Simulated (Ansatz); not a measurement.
# Cs on Al(100): change of the work function, part 2 of 2

Aim: the work function of Al(100) at several coverages of Cs (hollow site), and the dipole that each adsorbate carries.

Ansatz 0.2.0; plane-wave DFT, PBE, Ansatz PAW.

So far, work function, upper face (eV): step 2 (the clean slab) 4.29; step 3 (37 atoms, coverage 0.111 ML, cell 3x3) 1.62.

## (4) The covered slab, k-mesh 6×6×1, coverage 0.25 ML

System of this step: Cs/Al(100). The cell holds 17 atoms: 16 Al and 1 Cs. Cell: a = 5.728 Å, b = 5.728 Å, c = 27.253 Å, α = 90.0°, β = 90.0°, γ = 90.0°. Vacuum lies along c.

Another coverage, to see how the dipoles act on each other as their distance changes.

File input.yaml:

```yaml
crystal:
  lattice:
    - [5.7275649276, 0.0, 0.0]
    - [0.0, 5.7275649276, 0.0]
    - [0.0, 0.0, 27.2534153413]
  atoms:
    - { symbol: Al, position: [0.25, 0.25, 0.33023384] }
    - { symbol: Al, position: [0.0, 0.0, 0.4045364539] }
    - { symbol: Al, position: [0.25, 0.25, 0.47826418] }
    - { symbol: Al, position: [0.0, 0.0, 0.5535412738] }
    - { symbol: Al, position: [0.25, 0.75, 0.33023384] }
    - { symbol: Al, position: [0.0, 0.5, 0.4045364539] }
    - { symbol: Al, position: [0.25, 0.75, 0.47826418] }
    - { symbol: Al, position: [0.0, 0.5, 0.5535412738] }
    - { symbol: Al, position: [0.75, 0.25, 0.33023384] }
    - { symbol: Al, position: [0.5, 0.0, 0.4045364539] }
    - { symbol: Al, position: [0.75, 0.25, 0.47826418] }
    - { symbol: Al, position: [0.5, 0.0, 0.5535412738] }
    - { symbol: Al, position: [0.75, 0.75, 0.33023384] }
    - { symbol: Al, position: [0.5, 0.5, 0.4045364539] }
    - { symbol: Al, position: [0.75, 0.75, 0.47826418] }
    - { symbol: Al, position: [0.5, 0.5, 0.5535412738] }
    - { symbol: Cs, position: [0.25, 0.25, 0.66976616] }
kpoints:
  mp_grid: { grid: [6, 6, 1] }
hamiltonian:
  xc: pbe
scf:
  occupations: { method: fermi_dirac, width: 0.1 }
  convergence: { dr2_threshold: 1.0e-08 }
efield:
  axis: 3
  dipole_correction: true
  ramp_position: 0.97
  ramp_width: 0.06
relax:
  f_tol: 0.02
  max_steps: 60
  constraints: [{ sites: [0, 1, 4, 5, 8, 9, 12, 13] }]
output:
  dos: { projected: true, e_range: [-8, 4] }
  write_potential: true
  write_density: true
  volumetric_format: npy
  elf: true
```

The run is started by

```sh
$ ansatz run input.yaml --threads 2 --pin off --max-ram 4096MiB --backend cpu --events-out ev --progress --plain --runs-dir out
```

The job ended after 1.8 min (2 threads of Intel Xeon Platinum 8259CL at 2.50GHz (Skylake/Cascade Lake), shared host; peak memory 1.2 GiB; 3.4 min of CPU time).

Step by step:

```
step  energy less that of the first step (eV)  largest force component (eV/Å)
   1                                   0.0000                          0.0867
   2                                  -0.0028                          0.0557
   3                                  -0.0038                          0.0209
   4                                  -0.0039                          0.0011
```

Forces are held to the 8 operations that the program found; a distortion that breaks them can't arise in this run.

The atoms that moved most (Å):

```
atom      dx      dy      dz  length
Cs17   0.000   0.000   0.039   0.039
Al16   0.004   0.004  -0.009   0.010
Al12   0.004  -0.004  -0.009   0.010
 Al8  -0.004   0.004  -0.009   0.010
 Al4  -0.004  -0.004  -0.009   0.010
Al15   0.000   0.000   0.009   0.009
 Al3   0.000   0.000   0.008   0.008
Al11   0.000   0.000   0.007   0.007
```

Final coordinates:

```cif
data_structure
_symmetry_space_group_name_H-M 'P 1'
_symmetry_Int_Tables_number 1
_cell_length_a 5.7276
_cell_length_b 5.7276
_cell_length_c 27.2534
_cell_angle_alpha 90.000
_cell_angle_beta 90.000
_cell_angle_gamma 90.000
_cell_volume 894.05
loop_
_atom_site_label
_atom_site_type_symbol
_atom_site_fract_x
_atom_site_fract_y
_atom_site_fract_z
_atom_site_occupancy
Al1 Al 0.25000 0.25000 0.33023 1
Al2 Al 0.00000 0.00000 0.40454 1
Al3 Al 0.25000 0.25000 0.47854 1
Al4 Al 0.99937 0.99937 0.55322 1
Al5 Al 0.25000 0.75000 0.33023 1
Al6 Al 0.00000 0.50000 0.40454 1
Al7 Al 0.25000 0.75000 0.47852 1
Al8 Al 0.99937 0.50063 0.55322 1
Al9 Al 0.75000 0.25000 0.33023 1
Al10 Al 0.50000 0.00000 0.40454 1
Al11 Al 0.75000 0.25000 0.47852 1
Al12 Al 0.50063 0.99937 0.55322 1
Al13 Al 0.75000 0.75000 0.33023 1
Al14 Al 0.50000 0.50000 0.40454 1
Al15 Al 0.75000 0.75000 0.47861 1
Al16 Al 0.50063 0.50063 0.55322 1
Cs17 Cs 0.25000 0.25000 0.67119 1
```

Numbers from this step:

```
energy at zero smearing        : -14267.6708 eV
work function, upper face      : 1.873 eV
work function, lower face      : 4.317 eV
dipole along the normal        : 0.4431 e·Å
step between the vacuum levels : -2.444 eV
```

Running mean over 2.025 Å of the planar mean; the ramp of the sawtooth is left out. The electron's electrostatic potential energy less the Fermi level by z:

z (Å), electron's electrostatic potential energy less the Fermi level (eV) and a bar from the least value:
```
      3.5       4.32 ##############################
      4.0       4.32 ##############################
      4.5       4.32 ##############################
      5.0       4.31 ##############################
      5.5       4.30 ##############################
      6.0       4.25 ##############################
      6.5       4.08 #############################
      7.0       3.52 ###########################
      7.5       1.90 ######################
      8.0      -0.50 ##############
      8.5      -2.81 ######
      9.0      -4.16 #
      9.5      -4.49 
     10.0      -4.55 
     10.5      -4.56 
     11.0      -4.56 
     11.5      -4.57 
     12.0      -4.58 
     12.5      -4.57 
     13.0      -4.56 
     13.5      -4.53 
     14.0      -4.52 
     14.5      -4.48 
     15.0      -4.25 #
     15.5      -3.17 #####
     16.0      -1.22 ###########
     16.5       0.46 #################
     17.0       0.88 ##################
     17.5      -0.06 ###############
     18.0      -1.20 ###########
     18.5      -1.61 ##########
     19.0      -1.12 ############
     19.5      -0.20 ###############
     20.0       0.72 ##################
     20.5       1.28 ####################
     21.0       1.53 #####################
     21.5       1.67 #####################
     22.0       1.76 #####################
     22.5       1.81 ######################
     23.0       1.84 ######################
     23.5       1.85 ######################
     24.0       1.86 ######################
```

The density of states has structure finer than the step of the table below, so its rows give means over 0.25 eV. Peaks (eV: height): -1.020: 13.5, 0.210: 11.4, 0.630: 11.7, 0.870: 14.0, 1.320: 14.0, 1.590: 19.6, 1.830: 13.6.

Density of states against energy, zero at the Fermi level; means over each step:

```
energy (eV)  density of states (states/eV a cell)
      -7.75                                  2.94
      -7.50                                  2.51
      -7.25                                  4.06
      -7.00                                  3.36
      -6.75                                  3.63
      -6.50                                  4.06
      -6.25                                  4.32
      -6.00                                  5.87
      -5.75                                  4.06
      -5.50                                  2.55
      -5.25                                  4.00
      -5.00                                  3.94
      -4.75                                  5.36
      -4.50                                  5.82
      -4.25                                  5.77
      -4.00                                  4.92
      -3.75                                  6.19
      -3.50                                  3.81
      -3.25                                  4.32
      -3.00                                  9.46
      -2.75                                  6.80
      -2.50                                  4.41
      -2.25                                  7.31
      -2.00                                  8.02
      -1.75                                  4.86
      -1.50                                  7.74
      -1.25                                  6.07
      -1.00                                  9.30
      -0.75                                  7.94
      -0.50                                  8.64
      -0.25                                  7.28
       0.00                                  5.23
       0.25                                  9.72
       0.50                                  9.52
       0.75                                  10.3
       1.00                                  8.90
       1.25                                  11.8
       1.50                                  12.4
       1.75                                  10.1
```

Projected DOS per atom over height of the atomic layer and energy from the Fermi level. Layers: Al4 Al4 Al4 Al4 Cs from below.

Ten even steps from '0' (0.01 states/eV) to '9' (1.04 states/eV), each cell a mean:
```
33333
45543
53366
53359
32235
44451
53350
52250
42240
33340
44440
32230
32230
33330
33330
22220
11110
23320
22220
12210
12210
11110
```
Columns: height of the atomic layer (Å) from 9 to 18.3 (not evenly spaced); rows upwards: energy from the Fermi level (eV) from -7.96 to 1.95.

ELF in the ca plane at fractional y = 0.250, with atoms of Al and Cs within 0.2 Å of it. It is the smooth field of the valence electrons, not physical close to the nuclei.

Ten even steps from '0' (0.01) to '9' (0.88), each cell a mean:
```
88766666666677666777752001232100000122211000
75566544566545665555542100000000001222211000
21145433455101454333221000000000122332211000
14124322353020353222111000000000123332211000
21145433455101454333221100000000112332211000
75666554566545665555542100000000001222211000
88766666666677666677652001332100000122211000
88766666666667666788741026887520000112211000
87766655566666766666531279999851000011111000
42355444466313664444311599779973000011111000
13135322453010353222101696017984100011111000
13135322453010353222101696017984100011111000
42355444466313664444311599779973000011111000
88766655566667766666531279999851000011111000
88766666666666666788751026887520000112211000
```
Columns run along c (16.0 Å, from fractional 0.32 to 0.91 of the cell), rows up along a (5.7 Å). Atoms in or near the plane, at fractional coordinates: Al at (0.33, 0.25), Al at (0.48, 0.25), Al at (0.33, 0.75), Al at (0.48, 0.75), Cs at (0.67, 0.25).

Electrostatic potential energy in the ca plane at fractional y = 0.250, with atoms of Al and Cs within 0.2 Å of it. With pseudopotentials it is smooth inside the atoms' cores, unlike the true potential.

Ten even steps from '0' (-22 eV) to '9' (4 eV), each cell a mean:
```
76788888888777898889999998888899999999999999
32368888886323689999999999999999999999999999
24237899973242379999999999999999999999999999
46426899962464269999999999999999999999999999
24237899973242379999999999999999999999999999
32368888886323689999999999999999999999999999
76788888888767898889999998888899999999999999
87889888898878898888999987667889999999999999
54578888887545789889999862113688999999999999
12247899874222479999998720000378999999999999
36326899962363269999998500000168999999999999
36326899962363269999998500000168999999999999
12247899874222479999998720000378999999999999
54578888887545789889999862113688999999999999
88889888898888898888999987667889999999999999
```
Columns run along c (16.0 Å, from fractional 0.32 to 0.91 of the cell; values clipped at the 3rd and 97th percentile), rows up along a (5.7 Å). Atoms in or near the plane, at fractional coordinates: Al at (0.33, 0.25), Al at (0.48, 0.25), Al at (0.33, 0.75), Al at (0.48, 0.75), Cs at (0.67, 0.25).

Valence density in the ca plane at fractional y = 0.250, with atoms of Al and Cs within 0.2 Å of it. It is the smooth field of the valence electrons, not physical close to the nuclei.

Values in units of 1e-1 e/Å³, 8 rows by 16 columns, each cell a mean:
```
2.0 1.9 1.8 1.9 2.0 1.9 1.7 0.9 0.3 0.3 0.2 0.0 0.0 0.0 0.0 0.0
1.0 1.7 1.3 1.8 1.0 1.7 1.1 0.6 0.2 0.1 0.0 0.0 0.0 0.0 0.0 0.0
1.3 1.8 1.4 1.8 1.3 1.8 1.2 0.7 0.2 0.1 0.1 0.0 0.0 0.0 0.0 0.0
2.0 1.9 1.9 1.9 2.1 1.9 1.8 1.0 0.4 0.6 0.4 0.1 0.0 0.0 0.0 0.0
2.0 1.9 1.8 1.9 2.0 1.9 1.7 1.0 1.3 6.3 4.0 0.3 0.0 0.0 0.0 0.0
1.0 1.7 1.3 1.8 1.0 1.7 1.1 0.7 3.5 7.4 8.0 0.8 0.0 0.0 0.0 0.0
1.3 1.8 1.4 1.8 1.3 1.8 1.2 0.8 3.0 8.7 7.6 0.7 0.0 0.0 0.0 0.0
2.0 1.9 1.9 1.9 2.1 1.9 1.8 1.1 0.9 4.0 2.5 0.2 0.0 0.0 0.0 0.0
```
Columns run along c (16.0 Å, from fractional 0.32 to 0.91 of the cell), rows up along a (5.7 Å). Atoms in or near the plane, at fractional coordinates: Al at (0.33, 0.25), Al at (0.48, 0.25), Al at (0.33, 0.75), Al at (0.48, 0.75), Cs at (0.67, 0.25).

The relaxation took 4 steps and lowered the energy by 0.0039 eV; the largest force on the free atoms ends at 0.0011 eV/Å.

By hand: a sheet of dipoles makes a step −p/(ε₀A) in the electron's potential. With e/ε₀ = 180.95 V·Å, p = 0.4431 e·Å and A = 32.80 Å², that is −180.95 × (0.4431) / 32.80 = -2.444 eV, and the two vacuum levels of the run differ by -2.444 eV.

The covered face has 1.87 eV, -2.42 eV against the clean one; the bare back face has moved by +0.02 eV, a measure of how thin the slab is.

## (5) Work function against coverage

This step: plane-wave DFT, PBE, Ansatz PAW; work function against coverage (Ansatz 0.2.0).

The runs are now put side by side.

This step gave:

| Quantity | Value |
| --- | --- |
| work function of the clean face | 4.293 eV |
| largest change of the work function | -2.677 eV |

The work function of the covered face by coverage:

```
coverage (adsorbates/nm²)  work function of the covered face (eV)
                     0.00                                    4.29
                     1.35                                    1.62
                     3.05                                    1.87
```

The dipole per adsorbate comes from the change of the cell's dipole. Coverage, by row:

```
coverage (1/nm²)  coverage (ML)  work function (eV)  change (eV)  dipole per adsorbate, positive end outwards (debye)  mean height of the added atoms over the highest substrate atom (Å)
           1.355         0.1111               1.616       -2.677                                                5.259                                                                3.11
           3.048           0.25               1.873        -2.42                                                 2.12                                                               3.215
```

## (6) What came out

| Property | Result |
| --- | --- |
| work function of the clean face | 4.29 eV |
| work function at 0.11 ML | 1.62 eV |
| work function at 0.25 ML | 1.87 eV |
| dipole per adsorbate at 0.11 ML, positive end outwards | 5.26 D |

Cs lowers the work function of Al(100) at the lowest coverage, by 2.68 eV: the adsorbate layer has its positive end outwards. The slab has 4 layers, at the tabulated experimental lattice constant, one starting site was run, and quantum-size effects of a slab this thin can reach one or two tenths of an eV.

[Long decimals in the printed logs are rounded to 6 places.]

[Logs are printed without paths, hosts, clocks, repeated set-up lines and the standing remarks that a program may print on its own settings, such as how far it seeks lower states.]

[Hosts, paths, dates, database ids (printed as entryN), source tags and the programs' standing remarks are cut or masked in the printed files.]

[Maps of the electrostatic potential energy from Ansatz leave out the sawtooth potential of an applied field or a dipole correction, so their vacuum need not be flat; planar profiles and work functions include it.]

[The density of states shown here was stored with 400 of the rows of the run's finer table, so its peaks can read low, often by over a quarter, or be missed, and its means over a window can be off by a tenth or more.]
